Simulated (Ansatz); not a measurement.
# WS2 monolayer (2H): phonons and vibrational spectra, part 3 of 3

Wanted: phonon frequencies of WS2 monolayer (2H) and what follows from them.

Ansatz 0.2.0; DFT PBEsol, scalar-relativistic, plane waves, PAW.

So far. Step 4 (Tight relaxation): The largest force component left is 0.062 meV/Å, within the tolerances set. Step 5 (Linear response at the zone centre): Before it was imposed, the acoustic sum rule was missed by 1.3e-4 eV/Å² and the charge sum rule by 7.3e-4 e. Small misses are needed for a sound result but don't prove that mesh and cutoff are converged. The lowest optical mode is real, 295 cm⁻¹.

## Step 6: Response at finite wavevector

Stability and thermal properties need the whole zone. Linear response on a 6×6×1 q mesh gives force constants as far as a supercell of that size would, and the tensors from the zone-centre run are typed in so that the long-range dipole term is interpolated apart.

File input.yaml:

```yaml
crystal:
  lattice:
    - [3.1456668294, 0.0, 0.0]
    - [-1.5728334147, 2.7242273861, 0.0]
    - [0.0, 0.0, 30.0]
  atoms:
    - { symbol: W, position: [0.3333333333, 0.6666666667, 0.3333333333] }
    - { symbol: S, position: [0.6666666667, 0.3333333333, 0.3855613027] }
    - { symbol: S, position: [0.6666666667, 0.3333333333, 0.281105364] }
  periodic: [true, true, false]
kpoints:
  mp_grid: { grid: [12, 12, 1] }
hamiltonian:
  xc: pbesol
scf:
  occupations: { method: fixed }
output:
  eigenvalues: true
phonons:
  method: dfpt
  qmesh: [6, 6, 1]
  temperatures: { t_max: 1000, t_step: 50 }
  qpath:
    path:
      - [0.0, 0.0, 0.0]
      - [0.5, 0.0, 0.0]
      - [0.33333333, 0.33333333, 0.0]
      - [0.0, 0.0, 0.0]
    npoints: 10
  isolated: true
  non_analytic_term:
    high_frequency_dielectric_tensor: [[3.5847, 0.0, 0.0], [0.0, 3.5847, 0.0], [0.0, 0.0, 1.1701]]
    born_effective_charges:
      - { species: W, tensor: [[-0.6427, 0.0, 0.0], [0.0, -0.6427, 0.0], [0.0, 0.0, -0.0609]] }
      - { species: S, tensor: [[0.3213, 0.0, 0.0], [0.0, 0.3213, 0.0], [0.0, 0.0, 0.0304]] }
      - { species: S, tensor: [[0.3213, 0.0, 0.0], [0.0, 0.3213, 0.0], [0.0, 0.0, 0.0304]] }
    source: "zone-centre run at this cell"
```

Started as:

```bash
ansatz run input.yaml --threads 8 --pin off --max-ram 14336MiB --backend cpu --events-out ev --progress --plain --runs-dir out
```

Numbers of over 12 decimals in the logs are rounded to 6 here.

The log of the run:

```text
Warning: phonons: the dynamical matrix that this run interpolates holds no multipole term above the dipole-dipole one, and a site of this crystal is no centre of inversion, so its interpolated transverse optical and acoustic branches and sound speeds can stay off near Gamma, and the density of states and the thermodynamics with them. What a run solves at a wave vector of phonons.qpoints, Gamma apart, where the deck admits one, is free of this, and under fd what a larger phonons.supercell samples
[...]
Crystal: 3 atoms, lattice volume = 257.085 Å³
Basis set: ecut = 420 eV, 4961 PW (Γ), exchange–correlation on 48×48×432 points (8 copies of the dense FFT grid, shifted against one another)
Bands: 17, of which v1, the nominal top of the filled ones, is band 13 counted from 1 (12 counted from 0)
Symmetry: 12 space group operations
k-points: 19 of 144 (time reversal used)
[...]
SCF iter   1: F=—  HF=-12029.063171 eV  |F-HF|=—  |Δ(HF+E_count)|=         —  Δρ=4.39e-3  dr2=1.17e-1  ethr=1.77e-3  ⟨swp⟩=8.1  Hψ=2253  notcnv=0  defer=36
[...]
SCF iter  10: F=-12029.054638 eV  HF=-12029.054638 eV  |F-HF|=3.27e-11  |Δ(HF+E_count)|=  7.84e-10  Δρ=6.85e-8  dr2=8.74e-12  ethr=1.00e-12  ⟨swp⟩=18.3  Hψ=4185  notcnv=0
SCF 1 converged in 10 iterations: F = -12029.054638 eV  dr2 = 8.74e-12
[...]
NSCF: frozen V_eff on 19 k-points
[...]
DFPT response loops at q = (0, 0, 0) (fractional): preconditioner auto → none (the input reference at scf.mixing.eps_inf says where Resta's filter doesn't serve); β = 0.50; Broyden in place of MSR1
[...]
SCF converged after 10 iterations
Free energy (F): -12029.054638 eV
[...]
Internal energy: -12029.054638 eV  (E = F + TS)
E sigma→0 (E₀):  -12029.054638 eV
Fermi energy:    -5.739784 eV
[...]
--- Band table (eV; the first three rows and the last of 19) ---
  k-point 0: bands = [... 9 lower, -7.9210, -7.3087, -7.3087, -5.8656, -2.7492, -2.7492, -2.5717, -2.5717]
  k-point 1: bands = [... 9 lower, -8.3147, -7.4982, -7.1239, -5.9145, -2.8848, -2.8604, -2.6825, -2.5254]
  k-point 2: bands = [... 9 lower, -8.1453, -7.9378, -7.1262, -6.1607, -3.3443, -2.9205, -2.8559, -2.0154]
  k-point 18: bands = [... 9 lower, -9.6373, -9.0475, -8.1386, -5.7398, -3.8033, -2.4359, -1.5749, 0.0271]
--- Phonons (Γ-DFPT): 4 representative perturbations + reference (Σ response iterations 19) ---
  ASR residual: 1.005e-4 → 0.000e0 eV/Å²; symmetrization residual: 8.083e-6 eV/Å²
  ASR residual per site (eV/Å²): 6.83e-5 1.00e-4 1.00e-4
  Γ frequencies (cm⁻¹): 0.00 0.00 0.00 295.28 295.28 355.56 355.56 416.16 437.85
--- Phonons (arbitrary-q DFPT): 7 irreducible q on the 6×6×1 mesh ---
  q = [0.0000, 0.0000, 0.0000] (star 1, of the zone-centre solve; hermiticity 4.82e-7, symmetrization 3.40e-13): -0.00 0.00 0.00 295.28 295.28 355.56 355.56 416.16 437.85
  q = [0.0000, 0.1667, 0.0000] (star 6, 6 solved perturbations on 78 of 144 k-point pairs; hermiticity 4.85e-7, symmetrization 1.45e-9): 39.18 69.47 106.35 303.23 316.82 352.31 354.54 412.26 417.09
[...]
q = [0.1667, 0.1667, 0.0000] (star 6, 4 solved perturbations in 444 linear systems a pass and spin channel, the states on 144 of 144 k-point pairs; hermiticity 4.72e-7, symmetrization 2.76e-10): 89.55 118.48 149.05 315.99 339.41 348.45 354.75 386.52 407.44
[...]
sum rule: each row above includes the acoustic sum rule's correction from the zone centre's row sums; it moved no ω² by more than (0.92 cm⁻¹)²
  mesh force constants: q→R imaginary residual 7.78e-19; ASR residual 1.005e-4 → 0.000e0 eV/Å²; symmetrization residual 3.908e-14 eV/Å²
  interpolated dispersion: 31 rows × 9 modes
  density of states and harmonic sums: on the 24×24×1 q-mesh, interpolated from the force constants of a 6×6×1 supercell (with the dipole–dipole term of supplied tensors)
  largest difference from the sums on the solved wave vectors: F 2.72e-2 eV, S 3.39e-5 and C_V 6.73e-6 eV/K
  zero-point energy: 0.156693 eV/cell   skipped modes (ω ≤ 0): 3   left out of the sums: 5.79e-4 of the cell's modes: C_V's classical limit lies that fraction below 3 k_B per atom; for a crystal, a wire or a layer, F and S can be off by more, and a phonons.interpolated_qmesh denser along its periods is the remedy for the sampling
```

Elapsed: 3.7 min, on 8 threads of Arm Neoverse V1, shared host; peak memory 1.9 GiB; 28 min of CPU time.

Numbers from this step:

* sum-rule residual before enforcement: 1.00e-4 eV/Å²
* lowest frequency on the path: 0 cm⁻¹
* highest frequency on the path or at a solved wavevector: 437.9 cm⁻¹
* mean frequency: 280.9 cm⁻¹
* lowest mode on the q mesh (acoustic modes at Γ apart): 39.18 cm⁻¹
* zero-point energy per atom: 52.23 meV
* heat capacity at 300 K: 21.09 J/(mol atoms K)
* vibrational entropy at 300 K: 22.99 J/(mol atoms K)
* edges of the widest gap between branches, on path and mesh: 183.7, 295.3 cm⁻¹

Frequencies (cm⁻¹) solved at each irreducible wavevector; negative means imaginary. Frequencies by wavevector, by row:

```csv
q in reciprocal lattice units,star,mode 1,mode 2,mode 3,mode 4,mode 5,mode 6,mode 7,mode 8,mode 9
0 0 0,1,0,0,0,295.3,295.3,355.6,355.6,416.2,437.9
0 0.1667 0,6,39.2,69.5,106.3,303.2,316.8,352.3,354.5,412.3,417.1
0 0.3333 0,6,108.8,116.2,165.2,315.6,345.3,347.4,358.8,376.4,407.4
0 -0.5 0,3,130.2,141.8,177.7,320.6,342.3,347.1,366.4,368.6,404.8
0.1667 0.1667 0,6,89.5,118.5,149.1,316,339.4,348.4,354.8,386.5,407.4
0.1667 0.3333 0,12,136,144.7,170.5,330.5,347.3,347.8,360.4,364.5,400
0.3333 0.3333 0,2,143.9,147.1,183.7,337.3,349.2,352,357.1,361.3,392.4
```

Interpolated from a 6×6×1 q mesh, with the LO-TO term (at Γ the limit along the path; where Γ stands inside the path, tables give the limit on arrival). The phonon branches at the labelled points (cm⁻¹):

```csv
point,branch 1,branch 2,branch 3,branch 4,branch 5,branch 6,branch 7,branch 8,branch 9
Γ,0,0,0,295,295,356,356,416,438
halfway,75,97,143,310,334,349,355,396,410
M,130,142,178,321,342,347,366,369,405
halfway,143,146,174,333,343,347,363,366,398
K,144,147,184,337,349,352,357,361,392
halfway,90,118,149,316,339,348,355,386,407
Γ,0,0,0,295,295,356,356,416,438
```

The phonon branches as a text plot (rows in cm⁻¹):

```
    429 |*******                                           ******
    411 |*************************                ***************
    392 |         ****            ****************  *****
    374 |             **************              **
    356 |********************** *********************************
    338 |         ********************************  *****
    319 |     ****  **************                ****   **
    301 |***********                                  ***********
    283 |
    265 |
    246 |
    228 |
    210 |
    192 |                               ***
    173 |             ******************   *******
    155 |           **              *******  *********
    137 |         **    ***********************   **  ***
    119 |       **  ******                     *******
    100 |     **  ****                                *****
     82 |       ****                                **   ****
     64 |   ****                                      ***
     46 |   **  **                                       *******
     27 | **  **                                           *****
      9 |*****                                               ****
         Γ                   M           K                      Γ
```

Tetrahedra on a 24×24×1 mesh, mean over bins of 5 cm-1. Interpolated from a 6×6×1 q mesh. Phonon density of states against wavenumber; read off at these points:

```csv
wavenumber (cm⁻¹),phonon density of states (1/cm⁻¹/cell)
2,0.00228
18,0.00337
32,0.00462
48,0.00586
62,0.00746
78,0.00941
92,0.0120
108,0.0163
122,0.0248
138,0.0434
142,0.0637
152,0.00917
168,0.0243
172,0.0458
182,0.00622
198,0
212,0
228,0
242,0
258,0
272,0
288,0
302,0.0185
318,0.0385
322,0.0457
332,0.0262
348,0.207
362,0.0989
378,0.0110
392,0.0188
408,0.0705
422,0.00513
438,0.00218
```

The partial phonon density of states has structure finer than the step of the table below, so its rows give means over 10 cm⁻¹, whole bins alone (the curve runs from -10 to 461 cm⁻¹). Peaks (cm⁻¹: height): S 348.4: 0.138, 404.7: 0.0592; W 144.0: 0.0482, 173.7: 0.0330, 348.4: 0.0194.

Phonopy on the run's constants, 21x21x1 mesh, Gaussian sigma 3.4 cm-1. Interpolated from a 6×6×1 q mesh. Table of partial phonon density of states by wavenumber; means over each step; values in 1/cm⁻¹/cell:

```csv
wavenumber (cm⁻¹),S,W
0,4.2e-4,0.00120
10,6.8e-4,0.00184
20,9.9e-4,0.00266
30,0.00113,0.00304
40,0.00160,0.00421
50,0.00142,0.00376
60,0.00219,0.00589
70,0.00219,0.00591
80,0.00243,0.00677
90,0.00328,0.00930
100,0.00332,0.00983
110,0.00418,0.0129
120,0.00557,0.0182
130,0.00793,0.0282
140,0.00955,0.0418
150,0.00467,0.0260
160,0.00228,0.0136
170,0.00460,0.0267
180,0.00287,0.0158
190,1.8e-4,8.2e-4
200,0,1.2e-6
210,0,0
220,0,0
230,0,0
240,0,0
250,0,0
260,0,0
270,0,0
280,4.3e-6,0
290,0.00201,1.4e-6
300,0.0150,5.3e-5
310,0.0259,1.9e-4
320,0.0384,4.4e-4
330,0.0301,7.7e-4
340,0.0596,0.00655
350,0.120,0.0171
360,0.0849,0.0109
370,0.0384,0.00722
380,0.00839,0.00241
390,0.0132,0.00266
400,0.0419,0.00547
410,0.0459,0.00466
420,0.0103,0.00155
430,0.00339,0.00116
440,0.00111,3.9e-4
450,1.5e-5,5.6e-6
```

Harmonic thermodynamic functions per atom, from the density of states. Interpolated from a 6×6×1 q mesh. Thermodynamic functions, by row:

```csv
T (K),F_vib (meV/atom),S (J/mol-atom/K),C_V (J/mol-atom/K)
0,52.23,0,0
100,49.9,5.899,8.932
200,38.99,15.1,17.54
300,19.09,22.99,21.09
400,-8.13,29.3,22.64
500,-41.24,34.45,23.42
600,-79.24,38.76,23.87
700,-121.4,42.46,24.14
800,-167.1,45.7,24.32
900,-216,48.57,24.45
1000,-267.7,51.15,24.54
```

Symmetry leaves 7 wavevectors to solve. The lowest mode among them, the acoustic zeros apart, lies at q = (0, 0.167, 0) and is real, 39.2 cm⁻¹.

## Step 7: Isotope substitution, element S, natural mass 32.06 amu

An isotope changes the mass and not the force constants, so no new electronic calculation is needed; the shifts show which modes move this element.

The same force constants with the mass of S changed from 32.060 to 33.968 u (phonopy, no LO-TO term). Both lists are sorted by frequency; levels can cross, so a row need not hold one and the same mode. Modes under 3 cm⁻¹ are left out. Isotope shifts, by row:

```csv
q,rank,natural mass (cm⁻¹),changed mass (cm⁻¹)
0 0 0,4,295.3,286.9
0 0 0,5,295.3,286.9
0 0 0,6,355.6,348.1
0 0 0,7,355.6,348.1
0 0 0,8,416.2,404.3
0 0 0,9,437.9,428.6
0 0.1667 0,1,39.18,38.85
0 0.1667 0,2,69.47,68.94
0 0.1667 0,3,106.3,105.7
0 0.1667 0,4,303.2,294.6
0 0.1667 0,5,316.8,308.1
0 0.1667 0,6,352.3,344.9
0 0.1667 0,7,354.5,346.2
0 0.1667 0,8,412.3,401
0 0.1667 0,9,417.1,408.2
0 0.3333 0,1,108.8,107.9
0 0.3333 0,2,116.2,115.4
0 0.3333 0,3,165.2,164.6
0 0.3333 0,4,315.6,306.6
0 0.3333 0,5,345.3,337.8
0 0.3333 0,6,347.4,337.9
0 0.3333 0,7,358.8,348.9
0 0.3333 0,8,376.4,368.2
0 0.3333 0,9,407.4,396.9
0 -0.5 0,1,130.2,129.2
0 -0.5 0,2,141.8,140.9
0 -0.5 0,3,177.7,177.1
0 -0.5 0,4,320.6,311.5
0 -0.5 0,5,342.3,334.9
0 -0.5 0,6,347.1,337.3
0 -0.5 0,7,366.4,356.1
0 -0.5 0,8,368.6,360.1
0 -0.5 0,9,404.8,394.4
```

A mode of this element alone would shift by -2.85 %. The highest zone-centre frequency without the field goes from 437.9 to 428.6 cm⁻¹ (-2.1 %). The product of the frequency ratios over all optical modes at Γ is 0.860; the product rule, (m/m′)^(3k/2) (M′/M)^(3/2) with k = 2 such atoms and M the mass of the cell, gives 0.860.

## Step 8: Another isotope, element W, natural mass 183.84 amu

The same for W, from 183.84 to 185.95 u.

The same force constants with the mass of W changed from 183.840 to 185.954 u (phonopy, no LO-TO term). Both lists are sorted by frequency; levels can cross, so a row need not hold one and the same mode. Modes under 3 cm⁻¹ are left out. Isotope shifts, by row:

```csv
q,rank,natural mass (cm⁻¹),changed mass (cm⁻¹)
0 0 0,4,295.3,295.3
0 0 0,5,295.3,295.3
0 0 0,6,355.6,355
0 0 0,7,355.6,355
0 0 0,8,416.2,416.2
0 0 0,9,437.9,437.2
0 0.1667 0,1,39.18,39.02
0 0.1667 0,2,69.47,69.17
0 0.1667 0,3,106.3,105.9
0 0.1667 0,4,303.2,303.2
0 0.1667 0,5,316.8,316.8
0 0.1667 0,6,352.3,351.8
0 0.1667 0,7,354.5,354.2
0 0.1667 0,8,412.3,412.2
0 0.1667 0,9,417.1,416.5
0 0.3333 0,1,108.8,108.3
0 0.3333 0,2,116.2,115.8
0 0.3333 0,3,165.2,164.4
0 0.3333 0,4,315.6,315.6
0 0.3333 0,5,345.3,344.8
0 0.3333 0,6,347.4,347.3
0 0.3333 0,7,358.8,358.7
0 0.3333 0,8,376.4,376
0 0.3333 0,9,407.4,407.2
0 -0.5 0,1,130.2,129.6
0 -0.5 0,2,141.8,141.1
0 -0.5 0,3,177.7,176.8
0 -0.5 0,4,320.6,320.6
0 -0.5 0,5,342.3,341.9
0 -0.5 0,6,347.1,347.1
0 -0.5 0,7,366.4,366.4
0 -0.5 0,8,368.6,368.3
0 -0.5 0,9,404.8,404.5
```

A mode of this element alone would shift by -0.57 %. The highest zone-centre frequency without the field goes from 437.9 to 437.2 cm⁻¹ (-0.1 %). The product of the frequency ratios over all optical modes at Γ is 0.996; the product rule, (m/m′)^(3k/2) (M′/M)^(3/2) with k = 1 such atoms and M the mass of the cell, gives 0.996.

## Step 9: Results

| Quantity | Value |
| --- | --- |
| space group after relaxation (within 0.01 Å) | P-6m2 |
| area per atom | 2.86 Å² |
| gap on the k-mesh | 1.94 eV |
| highest optical mode at the zone centre (no LO-TO term) | 438 cm⁻¹ |
| lowest optical zone-centre mode | 295 cm⁻¹ |
| largest Born charge (third of the trace) | -0.449 e |
| lowest mode on the q mesh (acoustic modes at Γ apart) | 39.2 cm⁻¹ |
| highest frequency on the path or at a solved wavevector | 438 cm⁻¹ |
| zero-point energy per atom | 52.2 meV |
| heat capacity at 300 K | 21.1 J/(mol atoms K) |
| vibrational entropy at 300 K | 23.0 J/(mol atoms K) |
| imaginary modes on the 6×6×1 q mesh | none |

What this shows: The structure is a minimum as far as tested: no mode is imaginary at the 7 irreducible wavevectors of the 6×6×1 mesh, and the softest away from the acoustic zeros lies at 39 cm⁻¹. Without the field, the optical modes at Γ span 295 to 438 cm⁻¹. The highest mode in this list at Γ, 437.9 cm⁻¹, is mostly motion of S (74 % of the kinetic energy). The strongest infrared line is at 356 cm⁻¹. Averaged over orientations, the strongest Raman line at 532 nm and 300 K is at 356 cm⁻¹. The tensors are the static, non-resonant ones, while 532 nm light (2.33 eV) lies above the computed gap. On the path and the mesh, the widest gap between branches runs from 184 to 295 cm⁻¹. In a sheet or slab the interpolated bending branch near Γ is rough, since the rotational sum rule isn't imposed. Dielectric tensors refer to the cell with its vacuum. The program warns that the interpolation holds no quadrupole term, so branches close to Γ can be off in this crystal. Spin-orbit coupling is left out, which can matter for the heavy elements here. The starting cell was built on a prototype and not taken from a measurement. These are harmonic frequencies at zero temperature: anharmonic shifts, linewidths and thermal expansion are left out.

[Logs are printed without paths, hosts, clocks, repeated set-up lines and the standing remarks that a program may print on its own settings, such as how far it seeks lower states.]

[Hosts, paths, dates, database ids (printed as entryN), source tags and the programs' standing remarks are cut or masked in the printed files.]
